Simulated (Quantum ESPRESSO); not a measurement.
**NaCl (Fm-3m): the LO frequency by hand**

How high does the longitudinal optical mode of NaCl (Fm-3m) lie, given the transverse one, the Born charge and ε∞?

Program: Quantum ESPRESSO 7.5. Level of theory: DFT LDA, scalar-relativistic, plane waves, PseudoDojo norm-conserving pseudopotentials. Results are calculated unless marked as measured.

The database entry behind the starting cell differs from later determinations by our own check (an axis about 0.4 % short against later determinations), so it need not match the best structure at ambient conditions.

**1. Set-up**

Symmetry: Fm-3m, No. 225, cubic system. The conventional cell has a = 5.466 Å, b = 5.466 Å, c = 5.466 Å, α = 90.00°, β = 90.00°, γ = 90.00°. Nearest to Na lie 6 Cl at 2.73 Å. Cl has 6 Na at 2.73 Å nearest. Farther neighbours and most contacts between anions are not listed.

As a file:

```cif
data_structure
_symmetry_space_group_name_H-M 'Fm-3m'
_symmetry_Int_Tables_number 225
_cell_length_a 5.4661
_cell_length_b 5.4661
_cell_length_c 5.4661
_cell_angle_alpha 90.000
_cell_angle_beta 90.000
_cell_angle_gamma 90.000
_cell_volume 163.32
loop_
_atom_site_label
_atom_site_type_symbol
_atom_site_symmetry_multiplicity
_atom_site_Wyckoff_symbol
_atom_site_fract_x
_atom_site_fract_y
_atom_site_fract_z
_atom_site_occupancy
Na1 Na 4 a 0.00000 0.00000 0.00000 1
Cl1 Cl 4 b 0.50000 0.00000 0.00000 1
```

This is the cell after its relaxation at this level of theory, not the database cell from which that began.

**2. What the response run gave**

A linear-response run on the relaxed cell, with the response to an electric field; only its zone-centre results are used. Cutoff 88 Ry, k mesh 6×6×6.

The program printed:

```text
[banners, grids, parts of the stress and lines that vanish by symmetry left out]
Program PHONON v.7.5
     Reading xml data from directory:

[...]
Exchange-correlation= PW
                           (   1   4   0   0   0   0   0)
[...]
kinetic-energy cut-off    =      88.0000  Ry
     charge density cut-off    =     352.0000  Ry
     convergence threshold     =      1.0E-18
[...]
Exchange-correlation= PW
                           (   1   4   0   0   0   0   0)
[...]
q = (   0.0000000   0.0000000   0.0000000 )
     49 Sym.Ops. (with q -> -q+G )
     G cutoff =  475.6762  (  30731 G-vectors)     FFT grid: ( 45, 45, 45)
     number of k points=    16
[...]
Mode symmetry, O_h (m-3m)  point group:
[...]
Dielectric constant
[...]
End of electric fields calculation
          Dielectric constant in cartesian axis
          (       2.681599767       0.000000000      -0.000000000 )
          (       0.000000000       2.681599767      -0.000000000 )
          (      -0.000000000       0.000000000       2.681599767 )
          Effective charges (d Force / dE) in cartesian axis without acoustic sum rule applied (asr)
           atom    1  Na    Mean Z*:        1.07349
      Ex  (        1.07349       -0.00000       -0.00000 )
      Ey  (       -0.00000        1.07349       -0.00000 )
      Ez  (       -0.00000       -0.00000        1.07349 )
           atom    2  Cl    Mean Z*:       -1.07569
      Ex  (       -1.07569        0.00000       -0.00000 )
      Ey  (        0.00000       -1.07569       -0.00000 )
      Ez  (       -0.00000       -0.00000       -1.07569 )
          Effective charges Sum: Mean:       -0.00220
[...]
Effective charges (d Force / dE) in cartesian axis with asr applied:
           atom    1  Na    Mean Z*:        1.07459
[...]
atom    2  Cl    Mean Z*:       -1.07459
[...]
Representation #   1 modes #   1   2   3
[...]
End of self-consistent calculation
     Convergence has been achieved
     Representation #   2 modes #   4   5   6
[...]
End of self-consistent calculation
     Convergence has been achieved
[...]
Dielectric constant in cartesian axis
          (       2.681599767       0.000000000      -0.000000000 )
          (       0.000000000       2.681599767      -0.000000000 )
          (      -0.000000000       0.000000000       2.681599767 )
          Effective charges (d Force / dE) in cartesian axis without acoustic sum rule applied (asr)
           atom    1  Na    Mean Z*:        1.07349
      Ex  (        1.07349       -0.00000       -0.00000 )
      Ey  (       -0.00000        1.07349       -0.00000 )
      Ez  (       -0.00000       -0.00000        1.07349 )
           atom    2  Cl    Mean Z*:       -1.07569
      Ex  (       -1.07569        0.00000       -0.00000 )
      Ey  (        0.00000       -1.07569       -0.00000 )
      Ez  (       -0.00000       -0.00000       -1.07569 )
          Effective charges Sum: Mean:       -0.00220
[...]
Effective charges (d Force / dE) in cartesian axis with asr applied:
           atom    1  Na    Mean Z*:        1.07459
[...]
atom    2  Cl    Mean Z*:       -1.07459
[...]
q = (    0.000000000   0.000000000   0.000000000 )
[...]
freq (    1) =       0.115871 [THz] =       3.865057 [cm-1]
     freq (    2) =       0.115871 [THz] =       3.865057 [cm-1]
     freq (    3) =       0.115871 [THz] =       3.865057 [cm-1]
     freq (    4) =       5.650554 [THz] =     188.482197 [cm-1]
     freq (    5) =       5.650554 [THz] =     188.482197 [cm-1]
     freq (    6) =       5.650554 [THz] =     188.482197 [cm-1]
[...]
Mode symmetry, O_h (m-3m)  point group:
     freq (   1-   3) =          3.9  [cm-1]   --> T_1u G_15  G_4- I
     freq (   4-   6) =        188.5  [cm-1]   --> T_1u G_15  G_4- I

   JOB DONE.
```

```csv
quantity,value
cell volume Ω (Å³),40.830
mass of Na (u),22.990
mass of Cl (u),35.450
"Born charge of Na, raw (e)",1.073
"Born charge of Cl, raw (e)",-1.076
ε∞,2.682
ω(TO) after the sum rule (cm⁻¹),188.4
```

**3. The calculation**

The charges must sum to zero over the cell; taking off their mean, -0.001 e, leaves Z* = 1.075 e on Na. In the polar mode Na moves against Cl, so the reduced mass is μ = 22.99 × 35.45 / 58.44 = 13.946 u.

A longitudinal wave builds up a field that adds to the restoring force: ω(LO)² = ω(TO)² + 4π Z*² / (μ Ω ε∞), in Hartree atomic units. With μ = 25422 electron masses and Ω = 275.54 bohr³ the second term is 7.7256e-07 Ha², or 37213 cm⁻² (1 Ha = 219474.6 cm⁻¹).

So ω(LO) = √(35502 + 37213) = 269.7 cm⁻¹, and by the Lyddane-Sachs-Teller relation ε₀ = ε∞ (ω(LO)/ω(TO))² = 5.49.

**4. Check against the program**

The analysis program adds the same non-analytic term to the full matrix, here for q along (1 0 0).

The program printed:

```text
[banner, memory and clock lines left out]
Program DYNMAT v.7.5

     Reading Dynamical Matrix from file g.dyn
     ...Force constants read
     ...epsilon and Z* read

     Polarizability (A^3 units)
     multiply by 0.640807 for Clausius-Mossotti correction
         5.463788    0.000000   -0.000000
         0.000000    5.463788    0.000000
        -0.000000   -0.000000    5.463788

     IR activities are in (D/A)^2/amu units

# mode   [cm-1]    [THz]      IR
    1     -0.00   -0.0000    0.0000
    2     -0.00   -0.0000    0.0000
    3     -0.00   -0.0000    0.0000
    4    188.42    5.6487    1.9103
    5    188.42    5.6487    1.9103
    6    269.66    8.0841    1.9103
```

ε₀ comes from the program's run without a direction of q.

```csv
quantity,by hand,program
ω(LO) (cm⁻¹),269.7,269.7
ε₀,5.49,5.49
```

**5. What came out**

- TO mode: 188.4 cm⁻¹
- LO mode: 269.7 cm⁻¹
- static dielectric constant: 5.492

What this shows: The LO mode of NaCl (Fm-3m) lies at 270 cm⁻¹, 81 cm⁻¹ above the TO mode; the formula meets the program within 0.1 cm⁻¹, as it must for a cubic crystal with one polar mode. ω(LO)² − ω(TO)² goes with Z*²/ε∞: an error of 5 % in ε∞ would move the LO mode by 3.3 cm⁻¹, and semilocal functionals tend to overestimate ε∞. These are harmonic values at zero temperature, at the volume of this functional, for the structure held cubic; stability elsewhere in the zone is no part of this calculation.

[Host names and launcher messages were left out of these logs when they were recorded.]

[Logs are printed without paths, hosts, clocks, repeated set-up lines and the standing remarks that a program may print on its own settings, such as how far it seeks lower states.]

[Hosts, paths, dates, database ids (printed as entryN), source tags and the programs' standing remarks are cut or masked in the printed files.]
